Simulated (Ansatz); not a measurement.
## A hypothetical structure for GdGe2Os2

This structure for GdGe2Os2 is made up. Its elements were placed in a known structure type with a cell scaled to their sizes. What cell does the guess relax to, and how far off was it?

Calculated with Ansatz 0.2.0; DFT, PBEsol, plane-wave PAW, default files, scalar-relativistic, ferromagnetic start, cell and ions relaxed at zero pressure, in the first sound run; inputs show where later runs differ.

### 1. Starting point

The structure is tetragonal, space group I4/mmm (No. 139). The conventional cell has a = 4.248 Å, b = 4.248 Å, c = 9.941 Å, α = 90.00°, β = 90.00°, γ = 90.00°. Os has 4 Ge at 2.45 Å and 4 Os at 3.00 Å and 4 Gd at 3.27 Å nearest. Gd has 8 Ge at 3.26 Å and 8 Os at 3.27 Å nearest. Ge has 4 Os at 2.45 Å and 1 Ge at 2.53 Å and 4 Gd at 3.26 Å nearest. Farther neighbours are not listed.

Coordinates:

```cif
data_structure
_symmetry_space_group_name_H-M 'P 1'
_symmetry_Int_Tables_number 1
_cell_length_a 5.8076
_cell_length_b 5.8076
_cell_length_c 5.8076
_cell_angle_alpha 137.096
_cell_angle_beta 137.096
_cell_angle_gamma 62.291
_cell_volume 89.70
loop_
_atom_site_label
_atom_site_type_symbol
_atom_site_fract_x
_atom_site_fract_y
_atom_site_fract_z
_atom_site_occupancy
Os1 Os 0.25000 0.75000 0.50000 1
Os2 Os 0.75000 0.25000 0.50000 1
Gd3 Gd 0.00000 0.00000 0.00000 1
Ge4 Ge 0.62730 0.62730 0.00000 1
Ge5 Ge 0.37270 0.37270 0.00000 1
```

### 2. Relaxation of the guess

The guess takes its coordinates from another compound and its volume from a rule, so the cell and any free coordinates are relaxed together.

input.yaml reads:

```yaml
crystal:
  lattice:
    - [-2.124, 2.124, 4.9705]
    - [2.124, -2.124, 4.9705]
    - [2.124, 2.124, -4.9705]
  atoms:
    - { symbol: Os, position: [0.25, 0.75, 0.5], spin: 1.0 }
    - { symbol: Os, position: [0.75, 0.25, 0.5], spin: 1.0 }
    - { symbol: Gd, position: [0.0, 0.0, 0.0], spin: 7.0 }
    - { symbol: Ge, position: [0.6273, 0.6273, 0.0] }
    - { symbol: Ge, position: [0.3727, 0.3727, 0.0] }
magnetization:
  spin_polarized: true
kpoints:
  mp_grid: { grid: [9, 9, 9] }
scf:
  occupations: { method: fermi_dirac, width: 0.05 }
hamiltonian:
  xc: pbesol
  pseudopotentials: { kind: paw }
relax:
  f_tol: 0.015
  max_steps: 70
  cell: {}
output:
  forces: true
  stress: true
```

Launch:

```sh
> ansatz run input.yaml --threads 4 --pin off --max-ram 10240MiB --backend cpu --events-out ev --progress --plain --runs-dir out
```

Numbers of over 12 decimals in the logs are rounded to 6 here.

Output:

```text
Engine: ansatz 0.2.0, x86_64-unknown-linux-gnu
Pseudopotentials: kind: paw
Pseudopotential: Os, paw, valence charge 16, recommended cutoff 420 eV (normal), Os.paw.azcp
Pseudopotential: Gd, paw, valence charge 18, recommended cutoff 420 eV (normal), Gd.paw.azcp
Pseudopotential: Ge, paw, valence charge 14, recommended cutoff 420 eV (normal), Ge.paw.azcp
Functional definition: PBEsol
  exchange = pbesol_x
  correlation = pbesol_c
Crystal: 5 atoms, lattice volume = 89.695 Å³
Basis set: ecut = 420 eV, 1729 PW (Γ), exchange–correlation on 80×80×80 points (8 copies of the dense FFT grid, shifted against one another)
Bands: 53, of which v1, the nominal top of the filled ones, is band 39 counted from 1 (38 counted from 0)
Symmetry: 16 space group operations
Space group: I4/mmm (ITA 139), of the structure as read, at distance tolerance 4.5e-5 Å
Magnetic group: BNS 139.531 (UNI 1191), of the structure as read, at distance tolerance 4.5e-5 Å
k-points: 75 of 729
Non-local potential: Os, projectors of the file, l = 0: 3, l = 1: 2, l = 2: 2, l = 3: 1
Non-local potential: Gd, projectors of the file, l = 0: 3, l = 1: 2, l = 2: 2, l = 3: 3
Non-local potential: Ge, projectors of the file, l = 0: 2, l = 1: 2, l = 2: 3, l = 3: 1
PAW form: soft (Blöchl's): semilocal exchange-correlation on the pseudo side does not see the compensation charge
PAW frozen core: Os, regenerated for the run's functional, and the local potential with it (the file was generated under x = pbe(κ = 0.804, μ = 0.219515), c = pbe(β = 0.066725))
PAW frozen core: Gd, regenerated for the run's functional, and the local potential with it (the file was generated under x = pbe(κ = 0.804, μ = 0.219515), c = pbe(β = 0.066725))
PAW frozen core: Ge, regenerated for the run's functional, and the local potential with it (the file was generated under x = pbe(κ = 0.804, μ = 0.219515), c = pbe(β = 0.066725))
PAW one-centre angular grid: Os, 590 points (default); XC on 64 Gauss nodes
PAW one-centre angular grid: Gd, 590 points (default); XC on 64 Gauss nodes
PAW one-centre angular grid: Ge, 590 points (default); XC on 64 Gauss nodes
Initial density: superposition of atomic densities (chi_scale 0.1, normalization cell, long waves kept (reshape's long-wave potential 0.00 eV rms))
Starting moments: Σ|m| = 9 μB on 3 of 5 sites
Initial wavefunctions: pseudopotential atomic-orbital guess
Functional: x = pbesol(κ = 0.804, μ = 0.123457), c = pbesol(β = 0.046)
SCF iter   1: F=—  HF=-40240.053138 eV  |F-HF|=—  |Δ(HF+E_count)|=         —  Δρ=4.37e-2 (↑4.37e-2 ↓2.78e-2)  dr2=7.25e0  dr2_m=1.48e-1  M=7.837 μB ∫|m|=7.983 μB  β_m=0.30  ethr=3.10e-3  ⟨swp⟩=6.1  Hψ=26181  notcnv=0  defer=2
Mixer restart at iter 1: flushing history
preconditioner: auto → Kerker (q_TF=auto, 2.666 Å⁻¹)  [metal: Δε(μ)=0.003 eV  Ē_g=14.712 eV  σ=0.050 eV  W_gap=0.02  n_scr=32 (ndim 8)  ℏωp=30.4 eV  f_vac=0.000  D(μ)=4.78/eV (n_scr^D=36)]
spin=Collinear: Kerker preconditioning applied to the charge; magnetization (m = ρ↑ − ρ↓) channel mixes plain (no charge-response kernel on spin).
SCF iter   2: F=—  HF=-40238.524633 eV  |F-HF|=—  |Δ(HF+E_count)|=    1.53e0  Δρ=2.76e-2 (↑2.76e-2 ↓1.79e-2)  dr2=2.35e0  dr2_m=9.54e-2  M=7.787 μB ∫|m|=7.921 μB  β_m=0.47  ethr=3.10e-3  ⟨swp⟩=3.1  Hψ=13264  notcnv=0  defer=432
SCF iter   3: F=—  HF=-40238.342382 eV  |F-HF|=—  |Δ(HF+E_count)|=   1.82e-1  Δρ=1.28e-2 (↑8.93e-3 ↓1.28e-2)  dr2=2.89e-1  dr2_m=5.36e-2  M=7.552 μB ∫|m|=7.675 μB  β_m=0.57  ethr=3.01e-3  ⟨swp⟩=2.5  Hψ=12917  notcnv=0  defer=438
SCF iter   4: F=—  HF=-40238.839926 eV  |F-HF|=—  |Δ(HF+E_count)|=         —  Δρ=1.70e-2 (↑8.42e-3 ↓1.70e-2)  dr2=2.99e-1  dr2_m=1.14e-1  M=7.062 μB ∫|m|=7.144 μB  β_m=0.57  ethr=3.70e-4  ⟨swp⟩=2.0  Hψ=10066  notcnv=0  defer=454
Mixer restart at iter 4: flushing history
SCF iter   5: F=—  HF=-40238.996947 eV  |F-HF|=—  |Δ(HF+E_count)|=   1.57e-1  Δρ=1.12e-2 (↑4.42e-3 ↓1.12e-2)  dr2=1.99e-1  dr2_m=4.14e-2  M=7.032 μB ∫|m|=7.092 μB  β_m=0.64  ethr=3.70e-4  ⟨swp⟩=2.5  Hψ=10857  notcnv=0  defer=449
SCF iter   6: F=—  HF=-40239.052424 eV  |F-HF|=—  |Δ(HF+E_count)|=   5.55e-2  Δρ=4.11e-3 (↑1.69e-3 ↓4.11e-3)  dr2=4.89e-2  dr2_m=1.86e-3  M=7.027 μB ∫|m|=7.103 μB  β_m=0.79  ethr=2.55e-4  ⟨swp⟩=2.9  Hψ=14189  notcnv=0  defer=465
SCF iter   7: F=—  HF=-40239.060774 eV  |F-HF|=—  |Δ(HF+E_count)|=   8.35e-3  Δρ=1.78e-3 (↑1.78e-3 ↓1.13e-3)  dr2=5.77e-3  dr2_m=3.54e-4  M=7.033 μB ∫|m|=7.136 μB  β_m=0.69  ethr=6.26e-5  ⟨swp⟩=2.9  Hψ=15808  notcnv=0  defer=462
SCF iter   8: F=—  HF=-40239.060344 eV  |F-HF|=—  |Δ(HF+E_count)|=   4.29e-4  Δρ=7.73e-4 (↑7.73e-4 ↓4.87e-4)  dr2=1.28e-3  dr2_m=1.09e-4  M=7.040 μB ∫|m|=7.135 μB  β_m=0.85  ethr=7.39e-6  ⟨swp⟩=2.4  Hψ=13760  notcnv=0  defer=447
SCF iter   9: F=—  HF=-40239.060142 eV  |F-HF|=—  |Δ(HF+E_count)|=   2.03e-4  Δρ=1.14e-4 (↑1.14e-4 ↓1.13e-4)  dr2=4.55e-5  dr2_m=1.28e-6  M=7.037 μB ∫|m|=7.137 μB  β_m=0.92  ethr=1.64e-6  ⟨swp⟩=2.0  Hψ=13070  notcnv=0  defer=447
SCF iter  10: F=—  HF=-40239.060156 eV  |F-HF|=—  |Δ(HF+E_count)|=   1.39e-5  Δρ=5.94e-5 (↑3.99e-5 ↓5.94e-5)  dr2=9.89e-6  dr2_m=4.90e-7  M=7.037 μB ∫|m|=7.137 μB  β_m=0.96  ethr=5.83e-8  ⟨swp⟩=2.1  Hψ=12650  notcnv=0  defer=447
SCF iter  11: F=—  HF=-40239.060157 eV  |F-HF|=—  |Δ(HF+E_count)|=   1.12e-6  Δρ=3.38e-5 (↑2.97e-5 ↓3.38e-5)  dr2=2.86e-6  dr2_m=1.28e-7  M=7.036 μB ∫|m|=7.137 μB  β_m=0.82  ethr=1.27e-8  ⟨swp⟩=2.0  Hψ=12242  notcnv=0  defer=447
SCF iter  12: F=—  HF=-40239.060153 eV  |F-HF|=—  |Δ(HF+E_count)|=   3.46e-6  Δρ=1.25e-5 (↑1.19e-5 ↓1.25e-5)  dr2=6.67e-7  dr2_m=1.43e-8  M=7.036 μB ∫|m|=7.137 μB  β_m=0.91  ethr=3.66e-9  ⟨swp⟩=2.0  Hψ=12483  notcnv=0  defer=447
SCF iter  13: F=—  HF=-40239.060154 eV  |F-HF|=—  |Δ(HF+E_count)|=   5.73e-7  Δρ=2.76e-6 (↑2.57e-6 ↓2.76e-6)  dr2=4.47e-8  dr2_m=1.53e-9  M=7.036 μB ∫|m|=7.137 μB  β_m=0.95  ethr=8.55e-10  ⟨swp⟩=2.3  Hψ=12643  notcnv=0  defer=447
SCF iter  14: F=—  HF=-40239.060154 eV  |F-HF|=—  |Δ(HF+E_count)|=   2.48e-8  Δρ=5.37e-6 (↑2.48e-6 ↓5.37e-6)  dr2=1.04e-7  dr2_m=4.55e-9  M=7.036 μB ∫|m|=7.137 μB  β_m=0.98  ethr=5.73e-11  ⟨swp⟩=1.6  Hψ=8201  notcnv=0  defer=447
SCF iter  15: F=-40239.060154 eV  HF=-40239.060154 eV  |F-HF|=6.72e-9  |Δ(HF+E_count)|=   1.12e-8  Δρ=1.29e-6 (↑6.72e-7 ↓1.29e-6)  dr2=6.36e-9  dr2_m=1.30e-10  M=7.036 μB ∫|m|=7.137 μB  ethr=5.73e-11  ⟨swp⟩=2.1  Hψ=22906  notcnv=0
SCF 1 converged in 15 iterations: F = -40239.060154 eV  dr2 = 6.36e-9
  greatest PAW one-centre occupation: 1.000 electrons in one spin orbital (limit 2), on the Os atom at site 1 (counted from 0), in its partial waves of l = 0
[...]
SCF iter   7: F=—  HF=-40239.086177 eV  |F-HF|=—  |Δ(HF+E_count)|=   3.88e-5  Δρ=1.94e-5 (↑1.53e-5 ↓1.94e-5)  dr2=1.04e-6  dr2_m=3.08e-8  M=7.035 μB ∫|m|=7.134 μB  β_m=0.89  ethr=1.83e-8  ⟨swp⟩=2.1  Hψ=13424  notcnv=0
SCF iter   8: F=—  HF=-40239.086181 eV  |F-HF|=—  |Δ(HF+E_count)|=   4.24e-6  Δρ=8.27e-6 (↑5.30e-6 ↓8.27e-6)  dr2=2.54e-7  dr2_m=9.93e-9  M=7.035 μB ∫|m|=7.135 μB  β_m=0.93  ethr=1.34e-9  ⟨swp⟩=3.0  Hψ=14353  notcnv=0
SCF iter   9: F=-40239.086181 eV  HF=-40239.086181 eV  |F-HF|=4.10e-8  |Δ(HF+E_count)|=   2.40e-8  Δρ=6.20e-6 (↑2.53e-6 ↓6.20e-6)  dr2=4.82e-8  dr2_m=9.94e-9  M=7.035 μB ∫|m|=7.135 μB  ethr=3.26e-10  ⟨swp⟩=2.4  Hψ=26686  notcnv=0
SCF 3 converged in 9 iterations: F = -40239.086181 eV  dr2 = 4.82e-8
relax step   3: F+E_penalty+E_count = -40239.08618083 eV  Δ(F+E_penalty+E_count) = -7.876e-3 eV  max|allowed force component| = 5.277e-2 eV/Å  Δτ_max = 0.0021 Å  P = +0.037 GPa  Ω = 87.905 Å³  energy of the carried Pulay correction = +5.575e-4 eV  (9 SCF iters, dr2 threshold 5.00e-7 eV, accepted)
[...]
relax step   4: F+E_penalty+E_count = -40239.08639218 eV  Δ(F+E_penalty+E_count) = -2.113e-4 eV  max|allowed force component| = 2.461e-2 eV/Å  Δτ_max = 0.0023 Å  P = +0.011 GPa  Ω = 87.882 Å³  energy of the carried Pulay correction = +5.648e-4 eV  (8 SCF iters, dr2 threshold 1.74e-7 eV, accepted)
[...]
relax step   5: F+E_penalty+E_count = -40239.08643529 eV  Δ(F+E_penalty+E_count) = -4.311e-5 eV  max|allowed force component| = 2.353e-4 eV/Å  Δτ_max = 0.0015 Å  P = -0.001 GPa  Ω = 87.860 Å³  energy of the carried Pulay correction = +5.719e-4 eV  (8 SCF iters, dr2 threshold 3.79e-8 eV, accepted)
Initial wavefunctions: pseudopotential atomic-orbital guess (no wavefunctions were taken with the density)
iter 1 solved again at ethr=9.78e-8 eV; its pass at ethr=3.10e-3 eV (dr2=7.63e-5 eV) is discarded
SCF iter   1: F=—  HF=-40239.085787 eV  |F-HF|=—  |Δ(HF+E_count)|=         —  Δρ=1.12e-4 (↑1.12e-4 ↓1.12e-4)  dr2=1.58e-6  dr2_m=6.43e-8  M=7.036 μB ∫|m|=7.134 μB  β_m=0.65  ethr=9.78e-8  ⟨swp⟩=3.0  Hψ=49266  notcnv=0
preconditioner: auto → Kerker (q_TF=auto, 2.675 Å⁻¹)  [metal: Δε(μ)=0.006 eV  Ē_g=15.610 eV  σ=0.050 eV  W_gap=0.03  n_scr=32 (ndim 8)  ℏωp=30.7 eV  f_vac=0.000  D(μ)=2.97/eV (n_scr^D=30)]
spin=Collinear: Kerker preconditioning applied to the charge; magnetization (m = ρ↑ − ρ↓) channel mixes plain (no charge-response kernel on spin).
SCF iter   2: F=—  HF=-40239.085817 eV  |F-HF|=—  |Δ(HF+E_count)|=   3.01e-5  Δρ=4.08e-5 (↑4.05e-5 ↓4.08e-5)  dr2=2.05e-7  dr2_m=9.40e-9  M=7.036 μB ∫|m|=7.134 μB  β_m=0.60  ethr=2.03e-9  ⟨swp⟩=2.1  Hψ=12788  notcnv=0
SCF iter   3: F=—  HF=-40239.085822 eV  |F-HF|=—  |Δ(HF+E_count)|=   4.36e-6  Δρ=6.86e-6 (↑6.78e-6 ↓6.86e-6)  dr2=2.55e-8  dr2_m=5.27e-10  M=7.036 μB ∫|m|=7.134 μB  β_m=0.61  ethr=2.63e-10  ⟨swp⟩=2.1  Hψ=10538  notcnv=0
SCF iter   4: F=—  HF=-40239.085822 eV  |F-HF|=—  |Δ(HF+E_count)|=   1.63e-7  Δρ=2.86e-6 (↑2.64e-6 ↓2.86e-6)  dr2=3.48e-8  dr2_m=1.99e-10  M=7.036 μB ∫|m|=7.134 μB  β_m=0.81  ethr=3.26e-11  ⟨swp⟩=2.0  Hψ=12482  notcnv=0
SCF iter   5: F=—  HF=-40239.085822 eV  |F-HF|=—  |Δ(HF+E_count)|=   5.25e-8  Δρ=1.84e-6 (↑1.76e-6 ↓1.84e-6)  dr2=2.90e-8  dr2_m=1.34e-10  M=7.036 μB ∫|m|=7.134 μB  β_m=0.90  ethr=3.26e-11  ⟨swp⟩=2.0  Hψ=10192  notcnv=0
SCF iter   6: F=—  HF=-40239.085822 eV  |F-HF|=—  |Δ(HF+E_count)|=   1.18e-8  Δρ=1.51e-6 (↑1.51e-6 ↓7.97e-7)  dr2=5.09e-9  dr2_m=1.71e-10  M=7.036 μB ∫|m|=7.134 μB  β_m=0.67  ethr=3.26e-11  ⟨swp⟩=3.0  Hψ=15494  notcnv=0
SCF iter   7: F=—  HF=-40239.085822 eV  |F-HF|=—  |Δ(HF+E_count)|=   6.50e-9  Δρ=4.72e-7 (↑3.25e-7 ↓4.72e-7)  dr2=4.18e-10  dr2_m=4.58e-11  M=7.036 μB ∫|m|=7.134 μB  β_m=0.83  ethr=6.53e-12  ⟨swp⟩=2.1  Hψ=12777  notcnv=0
SCF iter   8: F=—  HF=-40239.085821 eV  |F-HF|=—  |Δ(HF+E_count)|=   6.31e-7  Δρ=1.34e-7 (↑1.11e-7 ↓1.34e-7)  dr2=7.38e-11  dr2_m=3.33e-12  M=7.036 μB ∫|m|=7.134 μB  β_m=0.92  ethr=1.00e-12  ⟨swp⟩=2.8  Hψ=14021  notcnv=0
SCF iter   9: F=—  HF=-40239.085821 eV  |F-HF|=—  |Δ(HF+E_count)|=  2.91e-11  Δρ=4.31e-8 (↑4.31e-8 ↓4.24e-8)  dr2=1.65e-11  dr2_m=1.13e-13  M=7.036 μB ∫|m|=7.134 μB  β_m=0.96  ethr=1.00e-12  ⟨swp⟩=1.0  Hψ=7950  notcnv=0
SCF iter  10: F=-40239.085821 eV  HF=-40239.085821 eV  |F-HF|=7.28e-12  |Δ(HF+E_count)|=  1.46e-11  Δρ=2.10e-8 (↑7.98e-9 ↓2.10e-8)  dr2=6.23e-13  dr2_m=7.25e-14  M=7.036 μB ∫|m|=7.134 μB  ethr=1.00e-12  ⟨swp⟩=3.0  Hψ=23976  notcnv=0
SCF 6 converged in 10 iterations: F = -40239.085821 eV  dr2 = 6.23e-13
relax step   6: F+E_penalty+E_count = -40239.08582136 eV  Δ(F+E_penalty+E_count) = +6.139e-4 eV  max|allowed force component| = 2.804e-4 eV/Å  Δτ_max = 0.0000 Å  P = +0.003 GPa  Ω = 87.860 Å³  stress off target by 4.40e-3 GPa  SCF on the basis re-selected at this cell (its energy is not comparable with the rows above)  (10 SCF iters)
basis re-selected at this cell: Δ(F+E_penalty+E_count) = +6.139e-4 eV, ΔP = +0.004 GPa vs the last step (what re-selecting the basis moved, of the pressure what is left beyond the Pulay correction that the steps carried, after the strain that the cell walked since its last selection, with what the two solves' SCF thresholds leave and, on support functions, any second-order correction that the steps lacked; it is no m [...]
SCF converged after 10 iterations
Magnetization: 7.0361 μB (42.5180 up, 35.4820 down)
Absolute magnetization: 7.1340 μB (∫|ρ↑−ρ↓|, with the PAW one-centre terms)
Spin contamination: 0.0876 ħ² per cell (⟨S²⟩ above its minimum at these occupations)
Per-site moments (μB) at R_I (Å): [(-0.010860, 1.005883), (-0.010860, 1.005883), (6.969006, 1.327061), (-0.00521972, 1.005883), (-0.00521972, 1.005883)]
Free energy (F): -40239.085821 eV
Harris-Foulkes:  -40239.085821 eV  (|F-HF|=7.28e-12)
Internal energy: -40239.060794 eV  (E = F + TS)
E sigma→0 (E₀):  -40239.073308 eV
Entropy (-TS):   -0.025027 eV (-5.005 meV/atom)
Fermi energy:    17.294414 eV
--- Per-component energies (eV) ---
  E_band       = -359.981241
  E_kinetic    = 1761.844324
  E_local      = -8143.034606  (includes V_loc(G=0)·N_el)
  E_nonlocal   = 1139.924076
  E_hartree    = 3499.869209
  E_xc         = -915.534833
  E_vxc        = -954.049568  (∫ρ·V_xc dr)
  E_paw        = -28069.878251  (= ΣΔE_a)
  E_vpaw       = -1164.404318  (= ΣTr[D̂ρ^β])
  E_aug_tail   = 0.000440  (compensation charges beyond the density's cutoff)
  E_ewald      = -9515.244063
  E_core_change = 2.992909  (= ΣΔE_core)
  E_smearing   = -0.025027  (= −TS)
  E_closure    = 0.000000  (closes the sum)
  Σ components = -40239.085821   (vs F -40239.085821, Δ=0.00e0)
--- Forces (eV/Å), atoms counted from 1 ---
  atom   1  Os     0.00000000     0.00000000     0.00000000
  atom   2  Os     0.00000000     0.00000000     0.00000000
  atom   3  Gd     0.00000000     0.00000000    -0.00000000
  atom   4  Ge     0.00000000     0.00000000    -0.00028043
  atom   5  Ge     0.00000000     0.00000000     0.00028043
  max |Σ_I F_I| component: 8.24e-18 eV/Å
--- Stress (GPa, compression-positive) ---
        0.004395       0.000000       0.000000
        0.000000       0.004395      -0.000000
       -0.000000      -0.000000      -0.001175
  P = ⅓ Tr σ = 0.0025 GPa (0.025 kbar)
--- Relaxed structure (5 steps of the walk, 5 accepted, 1 SCFs on fresh bases) ---
  F+E_penalty+E_count = -40239.08582136 eV   max|allowed force component| = 2.804e-4 eV/Å   (the final SCF, on the basis selected at the relaxed cell)
  cell:  # Å, volume = 87.8597 Å³
    - [-2.094758, 2.094758, 5.005668]
    - [2.094758, -2.094758, 5.005668]
    - [2.094758, 2.094758, -5.005668]
  atoms:
    - { symbol: Os, position: [0.250000, 0.75, 0.5] }
    - { symbol: Os, position: [0.75, 0.250000, 0.5] }
    - { symbol: Gd, position: [0, 0, 0] }
    - { symbol: Ge, position: [0.625310, 0.625310, 0] }
    - { symbol: Ge, position: [0.374690, 0.374690, 0] }
```

The job ended after 24 s (4 threads of AMD EPYC 9R45 (Zen 5), shared host; peak memory 0.92 GiB).

Relaxation path:

```
step  energy less that of the first step (eV)  largest force component (eV/Å)  pressure (GPa)  volume (Å³)
   1                                   0.0000                          0.0529           -3.13        89.70
   2                                  -0.0182                          0.1945            2.42        86.79
   3                                  -0.0260                          0.0528            0.04        87.91
   4                                  -0.0262                          0.0246            0.01        87.88
   5                                  -0.0263                          0.0002            0.00        87.86
  6*                                  -0.0257                          0.0003            0.00        87.86
```

Relaxation steps marked * repeat the geometry before them on a plane-wave basis chosen anew for their cell, so energy and pressure can jump there.

The run keeps the 16 symmetry operations that it works with, so distortions that break them were not tested.

```
conventional cell, symmetrised  before   after  change
                         a (Å)   4.248   4.190  -1.4 %
                         b (Å)   4.248   4.190  -1.4 %
                         c (Å)   9.941  10.011  +0.7 %
              volume (Å³/atom)   17.94   17.57  -2.0 %
```

The atoms that moved most (Å, as changes of fractional coordinates times the final cell):

```
atom     dx     dy      dz  length
 Ge5  0.000  0.000   0.020   0.020
 Ge4  0.000  0.000  -0.020   0.020
```

The relaxed structure:

```xyz
5
Lattice="-2.0948 2.0948 5.0057 2.0948 -2.0948 5.0057 2.0948 2.0948 -5.0057" Properties=species:S:1:pos:R:3 pbc="T T T"
Os    2.0948    0.0000    2.5028
Os    0.0000    2.0948    2.5028
Gd    0.0000    0.0000    0.0000
Ge    0.0000    0.0000    6.2602
Ge    0.0000    0.0000    3.7511
```

This step gave:

```yaml
free_energy: -40239.0858 eV
energy_at_zero_smearing: -40239.0733 eV
smearing_term_ts: 0.02503 eV
fermi_energy: 17.29 eV
magnetization: 7.036 μB
absolute_magnetization: 7.134 μB
site_moments: -0.01086, -0.01086, 6.969, -0.005220, -0.005220 μB
electrons: 78
symmetry_operations: 16
pressure: 0.002539 GPa
```

Site moment by atom:

```
atom  site moment (μB)
 Os1             -0.01
 Os2             -0.01
 Gd3              6.97
 Ge4             -0.01
 Ge5             -0.01
```

Shortest distances by pair of elements, guess and relaxed (not always the same contact):

```
 pair  guess (Å)  relaxed (Å)
Ge–Os      2.449        2.439
Ge–Ge      2.531        2.509
Os–Os      3.004        2.962
Gd–Ge      3.259        3.217
Gd–Os      3.269        3.264
```

The relaxation ends with a largest force component of 2.8e-4 eV/Å and a pressure of 0.00 GPa.

(Continued in part 2 of 2.)

[Logs are printed without paths, hosts, clocks, repeated set-up lines and the standing remarks that a program may print on its own settings, such as how far it seeks lower states.]

[Hosts, paths, dates, database ids (printed as entryN), source tags and the programs' standing remarks are cut or masked in the printed files.]
